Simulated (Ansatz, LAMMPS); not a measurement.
# Elastic response of glassy CaAl2Si2O8 (130 atoms), part 4 of 4

How stiff is glassy CaAl2Si2O8 (130 atoms), and how do its levels respond to strain?

Ansatz 0.2.0; Kohn-Sham DFT, PBE, PAW (set soft_2), plane waves.

The cell: 20 Al, 10 Ca, 80 O and 20 Si. The quench rate of 10 K/ps is many orders above laboratory rates. The network of bonds at the start is that of the classical potential that made the cell. Sampling is at Γ alone.

So far. Step 11 (Compressed by 1 % along x): The relaxation converged after 7 steps, 0.109 eV below its start, with a largest force component of 0.041 eV/Å. Step 11 (Compressed by 1 % along x): Compressed by 1 % along x: the energy stands 0.0504 eV above that of the reference, at a pressure of 0.707 GPa.

## (12) Sheared by 2 % in xy

A shear of the relaxed cell gives the modulus that volume changes can't reach.

input.yaml

```yaml
crystal:
  lattice:
    - [11.9176, -0.02174, 0.11026]
    - [-0.02085, 12.00671, 0.03436]
    - [0.1106, 0.03546, 11.78618]
  atoms:
    [... the 130 atom lines of step 4 ...]
kpoints:
  mp_grid: { grid: [1, 1, 1] }
hamiltonian:
  xc: pbe
scf:
  occupations: { method: gaussian, width: 0.05 }
output:
  forces: true
  eigenvalues: true
  stress: true
relax:
  f_tol: 0.05
  max_steps: 70
```

Launch:

```
$ ansatz run input.yaml --threads 4 --pin off --max-ram 8192MiB --backend cpu --events-out ev --progress --plain --runs-dir out
```

Numbers of over 12 decimals in the logs are rounded to 6 here.

The log of the run:

```text
[...]
Crystal: 130 atoms, lattice volume = 1686.332 Å³
Basis set: ecut = 420 eV, 32933 PW (Γ), exchange–correlation on 160×162×160 points (8 copies of the dense FFT grid, shifted against one another)
Bands: 490, of which v1, the nominal top of the filled ones, is band 360 counted from 1 (359 counted from 0)
Symmetry: 1 space group operations
[...]
k-points: 1
[...]
SCF iter   1: F=—  HF=-87203.303285 eV  |F-HF|=—  |Δ(HF+E_count)|=         —  Δρ=1.91e-3  dr2=7.52e-2  ethr=1.77e-3  ⟨swp⟩=7.0  Hψ=2351  notcnv=0  defer=106
[...]
SCF iter   5: F=—  HF=-87203.318575 eV  |F-HF|=—  |Δ(HF+E_count)|=   4.44e-5  Δρ=7.98e-5  dr2=1.04e-4  ethr=5.59e-8  ⟨swp⟩=2.0  Hψ=621  notcnv=0  defer=115
SCF iter   6: F=-87203.318582 eV  HF=-87203.318593 eV  |F-HF|=1.15e-5  |Δ(HF+E_count)|=   1.78e-5  Δρ=4.23e-5  dr2=2.57e-5  ethr=8.68e-9  ⟨swp⟩=15.0  Hψ=3221  notcnv=0
SCF 1 converged in 6 iterations: F = -87203.318582 eV  dr2 = 2.57e-5
[...]
relax step   1: F+E_penalty+E_count = -87203.31858160 eV  Δ(F+E_penalty+E_count) = +0.000e0 eV  max|allowed force component| = 5.415e-1 eV/Å  Δτ_max = 0.0000 Å  (6 SCF iters, dr2 threshold 6.25e-5 eV, accepted)
[...]
relax step   2: F+E_penalty+E_count = -87203.40144518 eV  Δ(F+E_penalty+E_count) = -8.286e-2 eV  max|allowed force component| = 3.132e-1 eV/Å  Δτ_max = 0.0221 Å  (5 SCF iters, dr2 threshold 1.83e-5 eV, accepted)
[...]
relax step   3: F+E_penalty+E_count = -87203.45221989 eV  Δ(F+E_penalty+E_count) = -5.077e-2 eV  max|allowed force component| = 1.267e-1 eV/Å  Δτ_max = 0.0327 Å  (7 SCF iters, dr2 threshold 6.13e-6 eV, accepted)
relax step   4: F+E_penalty+E_count = -87203.43374617 eV  Δ(F+E_penalty+E_count) = +1.847e-2 eV  max|allowed force component| = 4.604e-1 eV/Å  Δτ_max = 0.1014 Å  (7 SCF iters, dr2 threshold 2.63e-6 eV, rejected (line search))
relax step   5: F+E_penalty+E_count = -87203.46524446 eV  Δ(F+E_penalty+E_count) = -1.302e-2 eV  max|allowed force component| = 5.744e-2 eV/Å  Δτ_max = 0.0495 Å  (9 SCF iters, accepted)
relax step   6: F+E_penalty+E_count = -87203.44731632 eV  Δ(F+E_penalty+E_count) = +1.793e-2 eV  max|allowed force component| = 1.277e-1 eV/Å  Δτ_max = 0.1000 Å  (9 SCF iters, rejected (line search))
[...]
relax step   7: F+E_penalty+E_count = -87203.46890095 eV  Δ(F+E_penalty+E_count) = -3.656e-3 eV  max|allowed force component| = 4.610e-2 eV/Å  Δτ_max = 0.0448 Å  (9 SCF iters, accepted)
SCF converged after 9 iterations
Free energy (F): -87203.468901 eV
[...]
Internal energy: -87203.468901 eV  (E = F + TS)
E sigma→0 (E₀):  -87203.468901 eV
Fermi energy:    6.233427 eV
[...]
Σ components = -87203.468901   (vs F -87203.468901, Δ=0.00e0)
--- Forces (eV/Å), atoms counted from 1 ---
  atom   1  Al     0.01188744     0.00786803     0.00811452
  atom   2  Al     0.01654377    -0.00639915     0.00864793
  atom   3  Al     0.00811586    -0.00587604    -0.01775498
  atom   4  Al     0.00189320     0.00468601     0.00846035
[...]
atom 130  Si    -0.01129009    -0.01101925    -0.00708287
  max |Σ_I F_I| component: 1.37e-4 eV/Å
--- Stress (GPa, compression-positive) ---
        0.141110      -0.594913      -0.062329
       -0.594905      -0.024656       0.114974
       -0.062333       0.114972       0.136219
  P = ⅓ Tr σ = 0.0842 GPa (0.842 kbar)
--- Band table (eV) ---
[...]
--- Relaxed structure (7 steps of the walk, 5 accepted, 0 SCFs on fresh bases) ---
  F+E_penalty+E_count = -87203.46890095 eV   max|allowed force component| = 4.610e-2 eV/Å
  atoms:
    - { symbol: Al, position: [0.044587, 0.592770, 0.960656] }
    - { symbol: Al, position: [0.736957, 0.798697, 0.436213] }
    - { symbol: Al, position: [0.272318, 0.688631, 0.646419] }
    - { symbol: Al, position: [0.384873, 0.341719, 0.321476] }
[...]
- { symbol: Si, position: [0.960929, 0.372357, 0.089022] }
```

It took 2.3 min on 4 threads of Intel Xeon Platinum 8223CL at 3.00GHz (Skylake/Cascade Lake), shared host; peak memory 2.5 GiB; 8.6 min of CPU time.

The relaxation converged after 7 steps, 0.150 eV below its start, with a largest force component of 0.046 eV/Å.

Sheared by 2 % in xy: the energy stands 0.0662 eV above that of the reference, at a pressure of 0.0842 GPa.

## (13) Pressure against volume

Atoms are relaxed at each volume, in the scaled cell.

```
volume change (%)  volume (Å³/atom)  energy change (meV/atom)  pressure (GPa)  largest move on relaxing (Å)  bonds  gap (eV)
              -10            11.676                     31.45            8.40                          0.74    232                3.75
               -6            12.195                     10.94            4.66                          0.40    225                3.97
               -3            12.584                      2.64            2.24                          0.18    222                3.96
               +0            12.973                      0.00            0.03                             -    219                3.89
               +3            13.362                      2.32           -1.90                          0.19    219                3.81
               +6            13.751                      6.94           -3.36                          1.52    218                3.78
```

## (14) Uniaxial strain and shear

Stress (GPa, compression positive) less that of the relaxed cell, atoms relaxed:

```
                   strain      xx      yy      zz      xy  energy change (meV/atom)
 stretched by 1 % along x  -1.084  -0.402  -0.480   0.030                      0.41
compressed by 1 % along x   1.122   0.476   0.435  -0.113                      0.39
     sheared by 2 % in xy   0.104  -0.052   0.114  -0.600                      0.51
```

## (15) Outcome

The bulk modulus, from the slope of pressure against ln V over the three points nearest the relaxed volume, is 69.1 GPa; a quadratic over all points gives a pressure derivative of about 3.7. The count of bonds runs from 218 to 232 over the series, so at some points contacts cross the cutoffs. At -10 % and +6 % some atom moved by over 0.5 Å on relaxing, so those points may sit in another local minimum. The gap goes from 3.75 eV at the smallest volume to 3.78 eV at the largest, not monotonically (lowest 3.75, highest 3.97 eV), on the run's k-points. In the Cartesian axes of the cell, finite differences give C11 = 110, C12 = 43.9, C13 = 45.7 and C66 = 30.0 GPa (the shear of 2 % is the engineering strain, εxy = 0.01). The mean of C11, C12 and C13, which equals the bulk modulus in a cubic or isotropic solid, is 66.7 GPa: it agrees with the bulk modulus within 10 %. For an isotropic solid C66 would equal (C11 − C12)/2 = 33.2 GPa; so small a sample needn't be isotropic, and C66 rests on one shear. With the bulk modulus and C66 as K and G, Young's modulus would be about 79 GPa and Poisson's ratio 0.31.

Caveats: Strains are finite and relaxations stop at the force tolerance of the input, which can leave moduli too stiff; they are those of a static cell at zero temperature. Volumes are changed with the cell's shape held, so in an anisotropic solid the modulus lies over the one under free hydrostatic load. The program notes that the SCF threshold of the relaxations is loose for the stress.

The DFT runs together took 34 min of wall time.

[Logs are printed without paths, hosts, clocks, repeated set-up lines and the standing remarks that a program may print on its own settings, such as how far it seeks lower states.]

[Hosts, paths, dates, database ids (printed as entryN), source tags and the programs' standing remarks are cut or masked in the printed files.]
